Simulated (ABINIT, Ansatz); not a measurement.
An input for Ansatz 0.2.0 (BaTiO3 (P4mm)):

```yaml
crystal:
  lattice:
    - [3.9998, 0.0, 0.0]
    - [0.0, 3.9998, 0.0]
    - [0.0, 0.0, 4.018]
  atoms:
    - { symbol: Ba, position: [0.0, 0.0, 0.0] }
    - { symbol: Ti, position: [0.5, 0.5, 0.49] }
    - { symbol: O, position: [0.5, 0.5, 0.019] }
    - { symbol: O, position: [0.5, 0.0, 0.517] }
    - { symbol: O, position: [0.0, 0.5, 0.517] }
kpoints:
  mp_grid: { grid: [4, 4, 4] }
hamiltonian:
  xc: pbe
scf:
  occupations: { method: fixed }
gw:
  n_empty_bands: 98
  ecut_chi: 141.5
  qp_bands: [v2, c2]
  qp_kpoints: [[0.5, 0.5, 0.5], [0.0, 0.0, 0.0]]
  screening: { model: contour_deformation }
```

The database entry behind the starting cell differs from later determinations by our own check (c/a about 0.6 % short), so it need not match the best structure at ambient conditions.

```sh
ansatz run input.yaml --threads 4 --pin off --max-ram 14745MiB --backend cpu --events-out ev --progress --plain --runs-dir out
```

Estimate wall time and host memory on 4 threads of Arm Neoverse V2, shared host.

It took 23 s; on shared hardware allow 12 s to 46 s. Peak host memory was 0.52 GiB. The sizes that set the cost: 1237 plane waves a state, 18 irreducible k points, 251 plane waves in the screening and 7 SCF cycles.

The screening grows as filled bands × empty bands × pairs of k points, times the square of the screening basis for the matrix.

[Paths, hosts, dates, memory and timing lines, banners, echoed tables and standing remarks are left out of the program output.]

[Logs are printed without paths, hosts, clocks, repeated set-up lines and the standing remarks that a program may print on its own settings, such as how far it seeks lower states.]

[Runs of the session that timed out or met a known fault of the program may be left out.]

[Hosts, paths, dates, database ids (printed as entryN), source tags and the programs' standing remarks are cut or masked in the printed files.]

[G0W0 gaps are taken among the corrected bands and points alone; a level outside them can change the order at an edge.]

[Where Ansatz stands beside ABINIT at settings called matched, ABINIT's density can come from a denser mesh and the files from another edition; pairs whose starting gaps differed by over 0.03 eV were left out, so agreement reads better than it is.]
